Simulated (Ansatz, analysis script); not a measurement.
# MnS: E(q) by the generalised Bloch theorem

Aim: the energy of MnS as its moments wind into spirals of wavevector q.

Program: Ansatz 0.2.0. Level of theory: LDA, PAW set soft_1 (files made for PBE). Results are calculated unless marked as measured.

The experiments to compare with:

For MnS, rock salt (x = 0), “Single-Crystal and Powder Neutron Diffraction Study of FeXMn1-XS Solid Solutions” (2011, arxiv:1108.4537) gives, by neutron diffraction: ordering temperature (Neel temperature) 150 K.

The database entry behind the starting cell differs from later determinations by our own check (an axis about 0.2 % short against later determinations), so it need not match the best structure at ambient conditions.

## Step 1: Starting point

Symmetry: Fm-3m, No. 225, cubic system. The conventional cell has a = 5.209 Å, b = 5.209 Å, c = 5.209 Å, α = 90.00°, β = 90.00°, γ = 90.00°. Nearest to Mn lie 6 S at 2.60 Å. Nearest to S lie 6 Mn at 2.60 Å. Farther neighbours and most contacts between anions are not listed.

## Step 2: The collinear state

A collinear run comes first: it shows whether moments survive, and how large they are.

Input file input.yaml:

```yaml
crystal:
  lattice:
    - [0.0, 2.6045, 2.6045]
    - [2.6045, 0.0, 2.6045]
    - [2.6045, 2.6045, 0.0]
  atoms:
    - { symbol: Mn, position: [0.0, 0.0, 0.0], spin: 4.5 }
    - { symbol: S, position: [0.5, 0.5, 0.5] }
magnetization:
  spin_polarized: true
kpoints:
  mp_grid: { grid: [6, 6, 6] }
hamiltonian:
  xc: lda
  pseudopotentials: { kind: paw, azcp: { folder: soft_1 }, xc_functional: pbe }
scf:
  occupations: { method: fermi_dirac, width: 0.05 }
  max_iter: 120
  convergence: { dr2_threshold: 1.0e-08 }
  lower_state_search: "off"
output:
  write_density: true
  write_potential: true
  elf: true
  volumetric_format: npy
```

Command:

```
> ansatz run input.yaml --threads 1 --pin off --max-ram 2560MiB --backend cpu --events-out ev --progress --plain --runs-dir out
```

Numbers of over 12 decimals in the logs are rounded to 6 here.

Output:

```text
Engine: ansatz 0.2.0, aarch64-unknown-linux-gnu
Pseudopotentials: kind: paw
Pseudopotential: Mn, paw, valence charge 15, recommended cutoff 420 eV (normal), soft_1/Mn.paw.azcp
Pseudopotential: S, paw, valence charge 6, recommended cutoff 420 eV (normal), soft_1/S.paw.azcp
Functional definition: SPW92
  exchange = slater_x
  correlation = pw_c
Crystal: 2 atoms, lattice volume = 35.335 Å³
Basis set: ecut = 420 eV, 701 PW (Γ)
Bands: 17, of which v1, the nominal top of the filled ones, is band 11 counted from 1 (10 counted from 0)
Symmetry: 48 space group operations
Space group: Fm-3m (ITA 225), of the structure as read, at distance tolerance 3.3e-5 Å
Magnetic group: BNS 225.116 (UNI 1618), of the structure as read, at distance tolerance 3.3e-5 Å
k-points: 16 of 216
Non-local potential: Mn, projectors of the file, l = 0: 3, l = 1: 2, l = 2: 3, l = 3: 1
Non-local potential: S, projectors of the file, l = 0: 2, l = 1: 2, l = 2: 1
PAW form: soft (Blöchl's): semilocal exchange-correlation on the pseudo side does not see the compensation charge
PAW frozen core: Mn, regenerated for the run's functional, and the local potential with it (the file was generated under x = pbe(κ = 0.804, μ = 0.219515), c = pbe(β = 0.066725))
PAW frozen core: S, regenerated for the run's functional, and the local potential with it (the file was generated under x = pbe(κ = 0.804, μ = 0.219515), c = pbe(β = 0.066725))
PAW one-centre angular grid: Mn, 590 points (default); XC on 64 Gauss nodes
PAW one-centre angular grid: S, 110 points (default); XC on 64 Gauss nodes
Initial density: superposition of atomic densities (chi_scale 0.1, normalization cell, long waves kept (reshape's long-wave potential 0.00 eV rms))
Starting moments: Σ|m| = 4.5 μB on 1 of 2 sites
Initial wavefunctions: pseudopotential atomic-orbital guess
Functional: x = slater, c = lda
SCF iter   1: F=—  HF=-4712.340878 eV  |F-HF|=—  |Δ(HF+E_count)|=         —  Δρ=1.06e-1 (↑5.29e-2 ↓1.06e-1)  dr2=9.32e0  dr2_m=2.74e-1  M=3.832 μB ∫|m|=3.832 μB  β_m=0.30  ethr=3.10e-3  ⟨swp⟩=5.8  Hψ=2922  notcnv=0
preconditioner: auto → Kerker (q_TF=auto, 2.502 Å⁻¹)  [metal: Δε(μ)=0.032 eV  Ē_g=9.433 eV  σ=0.050 eV  W_gap=0.16  n_scr=14 (ndim 8)  ℏωp=22.5 eV  f_vac=0.000  D(μ)=2.89/eV (n_scr^D=26)]
spin=Collinear: Kerker preconditioning applied to the charge; magnetization (m = ρ↑ − ρ↓) channel mixes plain (no charge-response kernel on spin).
SCF iter   2: F=—  HF=-4711.234085 eV  |F-HF|=—  |Δ(HF+E_count)|=    1.11e0  Δρ=1.06e-2 (↑9.85e-3 ↓1.06e-2)  dr2=1.17e-1  dr2_m=5.96e-3  M=4.470 μB ∫|m|=4.470 μB  β_m=0.30  ethr=3.10e-3  ⟨swp⟩=3.0  Hψ=1415  notcnv=0  defer=10
Mixer restart at iter 2: flushing history
spin-set hold released at iteration 2 (the charge has settled, or the pull on large starting moments outlasts its swing): the magnetisation degrees of freedom join the quasi-Newton model from the next iteration; the mixer history was flushed
SCF iter   3: F=—  HF=-4711.178416 eV  |F-HF|=—  |Δ(HF+E_count)|=   5.57e-2  Δρ=8.24e-3 (↑7.70e-3 ↓8.24e-3)  dr2=8.61e-2  dr2_m=2.21e-3  M=4.478 μB ∫|m|=4.478 μB  β_m=0.56  ethr=5.55e-4  ⟨swp⟩=2.4  Hψ=994  notcnv=0  defer=12
SCF iter   4: F=—  HF=-4711.138207 eV  |F-HF|=—  |Δ(HF+E_count)|=   4.02e-2  Δρ=4.89e-3 (↑4.38e-3 ↓4.89e-3)  dr2=2.01e-2  dr2_m=4.47e-4  M=4.533 μB ∫|m|=4.533 μB  β_m=0.55  ethr=4.10e-4  ⟨swp⟩=2.3  Hψ=853  notcnv=0  defer=12
SCF iter   5: F=—  HF=-4711.138034 eV  |F-HF|=—  |Δ(HF+E_count)|=   1.73e-4  Δρ=2.02e-3 (↑1.70e-3 ↓2.02e-3)  dr2=3.97e-3  dr2_m=1.63e-4  M=4.526 μB ∫|m|=4.526 μB  β_m=0.77  ethr=9.55e-5  ⟨swp⟩=2.3  Hψ=1052  notcnv=0  defer=13
SCF iter   6: F=—  HF=-4711.139159 eV  |F-HF|=—  |Δ(HF+E_count)|=   1.12e-3  Δρ=7.07e-4 (↑3.88e-4 ↓7.07e-4)  dr2=4.10e-4  dr2_m=1.88e-5  M=4.523 μB ∫|m|=4.523 μB  β_m=0.89  ethr=1.89e-5  ⟨swp⟩=2.0  Hψ=840  notcnv=0  defer=13
SCF iter   7: F=—  HF=-4711.139153 eV  |F-HF|=—  |Δ(HF+E_count)|=   5.02e-6  Δρ=9.89e-5 (↑9.89e-5 ↓9.45e-5)  dr2=7.73e-6  dr2_m=6.74e-7  M=4.524 μB ∫|m|=4.524 μB  β_m=0.94  ethr=1.95e-6  ⟨swp⟩=1.7  Hψ=634  notcnv=0  defer=13
SCF iter   8: F=—  HF=-4711.139155 eV  |F-HF|=—  |Δ(HF+E_count)|=   1.87e-6  Δρ=2.55e-5 (↑2.55e-5 ↓1.84e-5)  dr2=3.12e-7  dr2_m=5.47e-8  M=4.523 μB ∫|m|=4.523 μB  β_m=0.96  ethr=3.68e-8  ⟨swp⟩=2.5  Hψ=787  notcnv=0  defer=13
SCF iter   9: F=—  HF=-4711.139155 eV  |F-HF|=—  |Δ(HF+E_count)|=   1.43e-7  Δρ=8.34e-6 (↑6.24e-6 ↓8.34e-6)  dr2=5.49e-8  dr2_m=9.05e-10  M=4.523 μB ∫|m|=4.523 μB  β_m=0.98  ethr=1.48e-9  ⟨swp⟩=2.3  Hψ=772  notcnv=0  defer=13
SCF iter  10: F=-4711.139155 eV  HF=-4711.139156 eV  |F-HF|=3.19e-9  |Δ(HF+E_count)|=   1.98e-9  Δρ=1.72e-6 (↑1.72e-6 ↓1.60e-6)  dr2=3.83e-9  dr2_m=1.93e-11  M=4.523 μB ∫|m|=4.523 μB  ethr=4.76e-11  ⟨swp⟩=4.8  Hψ=1401  notcnv=0
SCF 1 converged in 10 iterations: F = -4711.139155 eV  dr2 = 3.83e-9
  greatest PAW one-centre occupation: 1.000 electrons in one spin orbital (limit 2), on the Mn atom at site 0 (counted from 0), in its partial waves of l = 0
SCF converged after 10 iterations
Magnetization: 4.5232 μB (12.7616 up, 8.2384 down)
Absolute magnetization: 4.5232 μB (∫|ρ↑−ρ↓|, with the PAW one-centre terms)
Spin contamination: 0.0361 ħ² per cell (⟨S²⟩ above its minimum at these occupations)
Per-site moments (μB) at R_I (Å): [(4.053786, 1.074356), (0.126760, 1.074356)]
Free energy (F): -4711.139155 eV
Harris-Foulkes:  -4711.139156 eV  (|F-HF|=3.19e-9)
Internal energy: -4711.130392 eV  (E = F + TS)
E sigma→0 (E₀):  -4711.134774 eV
Entropy (-TS):   -0.008764 eV (-4.382 meV/atom)
Fermi energy:    9.942580 eV
--- Per-component energies (eV) ---
  E_band       = -300.488062
  E_kinetic    = 417.885428
  E_local      = -2692.855904  (includes V_loc(G=0)·N_el)
  E_nonlocal   = 506.472586
  E_hartree    = 1026.547713
  E_xc         = -193.258853
  E_vxc        = -217.946113  (∫ρ·V_xc dr)
  E_paw        = -1851.344422  (= ΣΔE_a)
  E_vpaw       = -367.136162  (= ΣTr[D̂ρ^β])
  E_aug_tail   = 0.000085  (compensation charges beyond the density's cutoff)
  E_ewald      = -1925.114175
  E_core_change = 0.537151  (= ΣΔE_core)
  E_smearing   = -0.008764  (= −TS)
  E_closure    = -0.000000  (closes the sum)
  Σ components = -4711.139155   (vs F -4711.139155, Δ=0.00e0)
--- Band table (eV; the first three rows and the last of 32) ---
  k-point 0 ↑: bands = [... 7 lower, 6.7864, 6.8560, 6.8560, 8.0611, 8.0611, 8.0611, 11.5764, 18.4691, ... 2 higher]
  k-point 1 ↑: bands = [... 7 lower, 6.1545, 6.9205, 6.9205, 7.5014, 8.8933, 8.8933, 12.9513, 16.9862, ... 2 higher]
  k-point 2 ↑: bands = [... 7 lower, 5.4315, 7.1856, 7.1856, 7.5648, 9.9607, 9.9607, 13.2152, 16.1257, ... 2 higher]
  k-point 15 ↓: bands = [... 7 lower, 5.9866, 10.1123, 10.9013, 11.0723, 11.2293, 11.3093, 14.0683, 17.1989, ... 2 higher]
```

Wall time 1.6 s (1 thread of Arm Neoverse V2, shared host); peak memory 0.24 GiB.

Spin moment in the atom's sphere by atom:

```
atom  spin moment in the atom's sphere (μB)
 Mn1                                   4.05
  S2                                   0.13
```

Tables count atoms from 1; parts of the log count from 0.

The run ends ferromagnetic, with a net moment of 4.52 μB a cell. With one Mn atom carrying the moment, parallel order of its images is forced by the cell, not found.

Spin density in the ac plane of the conventional cell at fractional y = 0.000, with atoms of Mn and S within 0.2 Å of it.

Values in e/Å³, 13 rows by 14 columns, each cell a mean:
```
4.6 1.6 0.3 0.1 0.0 0.0 0.0 0.0 0.0 0.0 0.0 0.1 0.7 3.3
0.8 0.4 0.1 0.0 0.0 0.0 0.0 0.0 0.0 0.0 0.0 0.1 0.2 0.6
0.1 0.1 0.0 0.0 0.0 0.0 0.0 0.0 0.0 0.0 0.0 0.0 0.1 0.1
0.0 0.0 0.0 0.0 0.0 0.0 0.1 0.1 0.1 0.0 0.0 0.0 0.0 0.0
0.0 0.0 0.0 0.0 0.1 0.2 0.5 0.7 0.3 0.1 0.0 0.0 0.0 0.0
0.0 0.0 0.0 0.0 0.1 0.7 3.0 4.1 1.5 0.3 0.0 0.0 0.0 0.0
0.0 0.0 0.0 0.0 0.1 1.0 4.8 6.8 2.2 0.3 0.1 0.0 0.0 0.0
0.0 0.0 0.0 0.0 0.1 0.4 1.6 2.2 0.9 0.2 0.0 0.0 0.0 0.0
0.0 0.0 0.0 0.0 0.0 0.1 0.2 0.3 0.2 0.1 0.0 0.0 0.0 0.0
0.0 0.0 0.0 0.0 0.0 0.0 0.0 0.0 0.0 0.0 0.0 0.0 0.0 0.0
0.2 0.1 0.1 0.0 0.0 0.0 0.0 0.0 0.0 0.0 0.0 0.0 0.1 0.2
1.9 0.8 0.2 0.0 0.0 0.0 0.0 0.0 0.0 0.0 0.0 0.1 0.4 1.4
6.5 2.1 0.3 0.1 0.0 0.0 0.0 0.0 0.0 0.0 0.0 0.1 0.9 4.6
```
Columns run along a (5.2 Å), rows up along c (5.2 Å), edges of the conventional cell, whose origin can differ from the input's. Atoms in or near the plane, at fractional coordinates: Mn at (0.00, 0.00), Mn at (0.50, 0.50), S at (0.50, 0.00), S at (0.00, 0.50).

Valence density in the ac plane of the conventional cell at fractional y = 0.000, with atoms of Mn and S within 0.2 Å of it. It is the smooth field of the valence electrons, not physical close to the nuclei.

Ten steps, logarithmic in the rise over the least value, from '_' (0 e/Å³) to '@' (24 e/Å³), each cell a mean:
```
@@**::..::----::--::....++%%
++--..__..::----::..____::==
..________....::..________..
....________....________....
--::..____::====--..__..::--
::--::....==%%%%**::..::----
..--::....++@@@@##--..::--::
----::....--**##++::__..----
::::..____..::--..______..::
....________....__________..
::..______..::::::..____..::
##++..__..::------::....--**
@@##--..::--::..--::....++@@
```
Columns run along a (5.2 Å), rows up along c (5.2 Å), edges of the conventional cell, whose origin can differ from the input's. Atoms in or near the plane, at fractional coordinates: Mn at (0.00, 0.00), Mn at (0.50, 0.50), S at (0.50, 0.00), S at (0.00, 0.50).

ELF in the ac plane of the conventional cell at fractional y = 0.000, with atoms of Mn and S within 0.2 Å of it. It is the smooth field of the valence electrons, not physical close to the nuclei.

Values, 13 rows by 14 columns, each cell a mean:
```
0.66 0.49 0.22 0.31 0.74 0.77 0.37 0.25 0.65 0.82 0.51 0.19 0.37 0.61
0.37 0.27 0.14 0.25 0.61 0.79 0.79 0.77 0.82 0.73 0.39 0.15 0.21 0.34
0.22 0.20 0.16 0.15 0.32 0.55 0.67 0.69 0.62 0.43 0.19 0.14 0.18 0.21
0.65 0.58 0.40 0.19 0.15 0.20 0.23 0.24 0.22 0.16 0.14 0.29 0.51 0.63
0.79 0.81 0.70 0.38 0.15 0.18 0.31 0.34 0.25 0.14 0.23 0.58 0.79 0.81
0.29 0.65 0.81 0.51 0.18 0.35 0.59 0.65 0.48 0.22 0.31 0.74 0.79 0.43
0.08 0.54 0.83 0.53 0.20 0.41 0.68 0.74 0.54 0.25 0.32 0.76 0.74 0.22
0.55 0.77 0.79 0.47 0.17 0.29 0.49 0.53 0.39 0.18 0.29 0.69 0.80 0.62
0.82 0.77 0.61 0.29 0.13 0.15 0.22 0.23 0.18 0.13 0.20 0.48 0.71 0.80
0.45 0.39 0.26 0.14 0.18 0.31 0.39 0.40 0.36 0.25 0.15 0.21 0.35 0.43
0.21 0.17 0.13 0.18 0.44 0.69 0.79 0.80 0.74 0.57 0.28 0.14 0.15 0.20
0.51 0.37 0.18 0.28 0.68 0.82 0.68 0.59 0.76 0.78 0.46 0.16 0.27 0.47
0.73 0.54 0.25 0.32 0.76 0.75 0.24 0.10 0.54 0.82 0.53 0.19 0.40 0.67
```
Columns run along a (5.2 Å), rows up along c (5.2 Å), edges of the conventional cell, whose origin can differ from the input's. Atoms in or near the plane, at fractional coordinates: Mn at (0.00, 0.00), Mn at (0.50, 0.50), S at (0.50, 0.00), S at (0.00, 0.50).

## Step 3: Denser mesh

Levels at the Fermi energy are partly filled, so moments and energy differences can hang on the k-mesh, and the state is solved again on a denser one.

input.yaml, the sections that differ from step 2:

```yaml
crystal:
  lattice:
    - [0.0, 2.6045, 2.6045]
    - [2.6045, 0.0, 2.6045]
    - [2.6045, 2.6045, 0.0]
  atoms:
    - { symbol: Mn, position: [0.0, 0.0, 0.0], spin: 4.05 }
    - { symbol: S, position: [0.5, 0.5, 0.5] }
kpoints:
  mp_grid: { grid: [13, 13, 13] }
basis:
  ecutwfc: 420.0
checkpoint:
  read: start
  write: ck
  compress: false
  write_wavefunctions: false
  write_every: 100000
# magnetization, hamiltonian, scf: as in step 2
# output: removed
```

Command:

```
> ansatz run input.yaml --threads 2 --pin off --max-ram 5120MiB --backend cpu --events-out ev --progress --plain --runs-dir out
```

Output:

```text
[...]
SCF converged after 6 iterations
Magnetization: 4.5260 μB (12.7630 up, 8.2370 down)
Absolute magnetization: 4.5260 μB (∫|ρ↑−ρ↓|, with the PAW one-centre terms)
[...]
Per-site moments (μB) at R_I (Å): [(4.050633, 1.074356), (0.133290, 1.074356)]
Free energy (F): -4711.125499 eV
[...]
Internal energy: -4711.116227 eV  (E = F + TS)
E sigma→0 (E₀):  -4711.120863 eV
Entropy (-TS):   -0.009272 eV (-4.636 meV/atom)
Fermi energy:    9.947867 eV
[...]
```

Run time: 2.1 s. Hardware: 2 threads; peak memory 0.31 GiB.

Spin moment in the atom's sphere by atom:

```
atom  spin moment in the atom's sphere (μB)
 Mn1                                   4.05
  S2                                   0.13
```

The run ends ferromagnetic, with a net moment of 4.53 μB a cell, against 4.52 μB on the first mesh.

Each spiral starts from these moments, tilted 90° from the rotation axis z (a flat spiral); sizes are free, while the program holds flat spirals in their plane. Spin–orbit coupling is switched off, so the energy does not depend on how the axis lies in the crystal. The folder named start holds the saved collinear state, from which each run begins.

The runs on spinors take the mesh 12×12×12.

## Step 4: q = (0, 0, 0)

The reference is the same input at q = 0, so that basis and exchange-correlation form match those at other q. Every q is chosen so that q/2 is a mesh vector: every spiral then samples the k-points of q = 0, and much mesh noise cancels.

input.yaml, the sections that differ from step 3:

```yaml
crystal:
  lattice:
    - [0.0, 2.6045, 2.6045]
    - [2.6045, 0.0, 2.6045]
    - [2.6045, 2.6045, 0.0]
  atoms:
    - { symbol: Mn, position: [0.0, 0.0, 0.0], spin: 4.05, spin_axis: [1.0, 0.0, 0.0] }
    - { symbol: S, position: [0.5, 0.5, 0.5] }
kpoints:
  mp_grid: { grid: [12, 12, 12] }
magnetization:
  noncollinear: true
  spin_spiral: { q: [0.0, 0.0, 0.0] }
checkpoint:
  read: start
# hamiltonian, scf, basis: as in step 3
```

Command:

```
> ansatz run input.yaml --threads 1 --pin off --max-ram 2560MiB --backend cpu --events-out ev --progress --plain --runs-dir out
```

Output:

```text
Warning: checkpoint.read: spin treatment differs: saved collinear, current noncollinear; the saved charge density seeds this run and the saved magnetisation is carried along the axis that this deck's starting moments share; the saved density holds an absolute magnetisation of 4.5e0 μB; saved orbitals and DFT+U occupations are not carried; the saved PAW projector densities are carried along that axis
Warning: checkpoint.read: magnetization.spin_spiral differs: saved none, current q = [0, 0, 0]; the saved state is no spin spiral's: the SCF starts from none of its orbitals and from its density, each atom's moment turned about z as a whole to its place on this deck's spiral. A spiral's own state at q: [0, 0, 0] serves better
[...]
Crystal: 2 atoms, lattice volume = 35.335 Å³
Basis set: ecut = 420 eV, 701 PW (Γ)
Bands: 30, of which v1, the nominal top of the filled ones, is band 21 counted from 1 (20 counted from 0)
Symmetry: 48 space group operations
k-points: 72 of 1728
Spin spiral: q = (0, 0, 0) of the reciprocal vectors; moments are told in the frame that turns with it, a site's in that at the site
[...]
SCF iter   1: F=—  HF=-4711.124265 eV  |F-HF|=—  |Δ(HF+E_count)|=         —  Δρ=5.66e-4  dr2=5.78e-6  dr2_m=2.60e-5  ethr=4.42e-7  |M|=4.52e0 ∫|m|=4.52e0 μB  |m|>n=0.0e0 m-floor=0.0e0 τ_xc=3.3e-32  β_m=0.30  ⟨swp⟩=3.8  Hψ=15351  notcnv=0
[...]
spin=Noncollinear: Kerker preconditioning applied to the charge; magnetization (m_x, m_y, m_z) channels mix plain (no charge-response kernel on spin).
SCF iter   2: F=—  HF=-4711.124268 eV  |F-HF|=—  |Δ(HF+E_count)|=   3.31e-6  Δρ=4.38e-4  dr2=2.81e-6  dr2_m=1.55e-5  ethr=2.75e-8  |M|=4.52e0 ∫|m|=4.52e0 μB  |m|>n=0.0e0 m-floor=0.0e0 τ_xc=4.5e-25  β_m=0.65  ⟨swp⟩=1.6  Hψ=2316  notcnv=0
[...]
SCF iter   5: F=-4711.124272 eV  HF=-4711.124272 eV  |F-HF|=6.73e-11  |Δ(HF+E_count)|=   5.47e-9  Δρ=5.06e-6  dr2=5.41e-9  dr2_m=5.60e-10  ethr=4.76e-11  |M|=4.52e0 ∫|m|=4.52e0 μB  |m|>n=0.0e0 m-floor=0.0e0 τ_xc=4.0e-24  ⟨swp⟩=3.4  Hψ=4445  notcnv=0
SCF 1 converged in 5 iterations: F = -4711.124272 eV  dr2 = 5.41e-9
[...]
SCF converged after 5 iterations
Magnetization: |M| = 4.5165 μB,  M = (+4.5165, +0.0000, +0.0000) μB
Absolute magnetization: 4.5165 μB (∫|m|, with the PAW one-centre terms)
  site 0: m = (+4.0451, +0.0000, +0.0000) μB, |m| = 4.0451 μB  (R = 1.07 Å)
  site 1: m = (+0.1311, +0.0000, +0.0000) μB, |m| = 0.1311 μB  (R = 1.07 Å)
Free energy (F): -4711.124272 eV
[...]
Internal energy: -4711.114146 eV  (E = F + TS)
E sigma→0 (E₀):  -4711.119209 eV
Entropy (-TS):   -0.010126 eV (-5.063 meV/atom)
Fermi energy:    9.950019 eV
[...]
```

Wall time 15 s (1 thread); peak memory 0.38 GiB.

The largest moment is 4.05 μB, against 4.05 μB in the collinear run.

## Step 5: q = (0.167, 0, 0.167)

Only q changes. The cell stays that of the crystal, since the generalised Bloch theorem carries the rotation from cell to cell.

Changes to input.yaml since step 4:

```diff
@@ -22,3 +22,3 @@
   noncollinear: true
-  spin_spiral: { q: [0.0, 0.0, 0.0] }
+  spin_spiral: { q: [0.16666667, 0.0, 0.16666667] }
 checkpoint:
```

Output:

```text
[...]
Crystal: 2 atoms, lattice volume = 35.335 Å³
Basis set: ecut = 420 eV, 701 PW (Γ)
Bands: 30, of which v1, the nominal top of the filled ones, is band 21 counted from 1 (20 counted from 0)
Symmetry: 8 space group operations
k-points: 163 of 1728
[...]
SCF iter   8: F=-4711.151549 eV  HF=-4711.151549 eV  |F-HF|=5.37e-11  |Δ(HF+E_count)|=  6.23e-10  Δρ=7.77e-7  dr2=1.58e-10  dr2_m=1.30e-12  ethr=4.76e-11  |M|=4.46e0 ∫|m|=4.52e0 μB  |m|>n=0.0e0 m-floor=0.0e0 τ_xc=1.8e-17  ⟨swp⟩=2.3  Hψ=9027  notcnv=0
SCF 1 converged in 8 iterations: F = -4711.151549 eV  dr2 = 1.58e-10
[...]
SCF converged after 8 iterations
Magnetization: |M| = 4.4601 μB,  M = (+4.4601, -0.0000, +0.0000) μB
Absolute magnetization: 4.5222 μB (∫|m|, with the PAW one-centre terms)
  site 0: m = (+4.0770, -0.0000, +0.0000) μB, |m| = 4.0770 μB  (R = 1.07 Å)
  site 1: m = (+0.1182, +0.0000, +0.0000) μB, |m| = 0.1182 μB  (R = 1.07 Å)
Free energy (F): -4711.151549 eV
[...]
Internal energy: -4711.143588 eV  (E = F + TS)
E sigma→0 (E₀):  -4711.147568 eV
Entropy (-TS):   -0.007961 eV (-3.980 meV/atom)
Fermi energy:    9.857953 eV
[...]
```

The job ended after 42 s (1 thread; peak memory 0.53 GiB).

The energy of the cell lies 27.3 meV below that at q = 0, and the largest moment is 4.08 μB against 4.05 μB.

## Step 6: q = (0.167, 0.167, 0.333)

Changes to input.yaml since step 5:

```diff
@@ -22,3 +22,3 @@
   noncollinear: true
-  spin_spiral: { q: [0.16666667, 0.0, 0.16666667] }
+  spin_spiral: { q: [0.16666667, 0.16666667, 0.33333333] }
 checkpoint:
```

Output:

```text
[...]
Crystal: 2 atoms, lattice volume = 35.335 Å³
Basis set: ecut = 420 eV, 701 PW (Γ)
Bands: 30, of which v1, the nominal top of the filled ones, is band 21 counted from 1 (20 counted from 0)
Symmetry: 2 space group operations
k-points: 476 of 1728
[...]
SCF iter   8: F=-4711.175452 eV  HF=-4711.175452 eV  |F-HF|=8.73e-11  |Δ(HF+E_count)|=  2.09e-10  Δρ=1.16e-6  dr2=4.87e-10  dr2_m=1.42e-11  ethr=4.76e-11  |M|=4.38e0 ∫|m|=4.50e0 μB  |m|>n=0.0e0 m-floor=0.0e0 τ_xc=2.4e-17  ⟨swp⟩=3.0  Hψ=28343  notcnv=0
SCF 1 converged in 8 iterations: F = -4711.175452 eV  dr2 = 4.87e-10
[...]
SCF converged after 8 iterations
Magnetization: |M| = 4.3808 μB,  M = (+4.3808, +0.0000, +0.0000) μB
Absolute magnetization: 4.5018 μB (∫|m|, with the PAW one-centre terms)
  site 0: m = (+4.0915, +0.0000, +0.0000) μB, |m| = 4.0915 μB  (R = 1.07 Å)
  site 1: m = (+0.0988, -0.0000, +0.0000) μB, |m| = 0.0988 μB  (R = 1.07 Å)
Free energy (F): -4711.175452 eV
[...]
Internal energy: -4711.170017 eV  (E = F + TS)
E sigma→0 (E₀):  -4711.172734 eV
Entropy (-TS):   -0.005435 eV (-2.718 meV/atom)
Fermi energy:    9.804126 eV
[...]
```

Run time: 2 min. Hardware: 1 thread; peak memory 1 GiB.

The energy of the cell lies 51.2 meV below that at q = 0, and the largest moment is 4.09 μB against 4.05 μB.

(Continued in part 2 of 2.)

[Logs and program files are shortened in this print: banners, set-up blocks, solver, clock and traceback lines can be left out without a mark of their own.]

[Logs are printed without paths, hosts, clocks, repeated set-up lines and the standing remarks that a program may print on its own settings, such as how far it seeks lower states.]

[Hosts, paths, dates, database ids (printed as entryN), source tags and the programs' standing remarks are cut or masked in the printed files.]
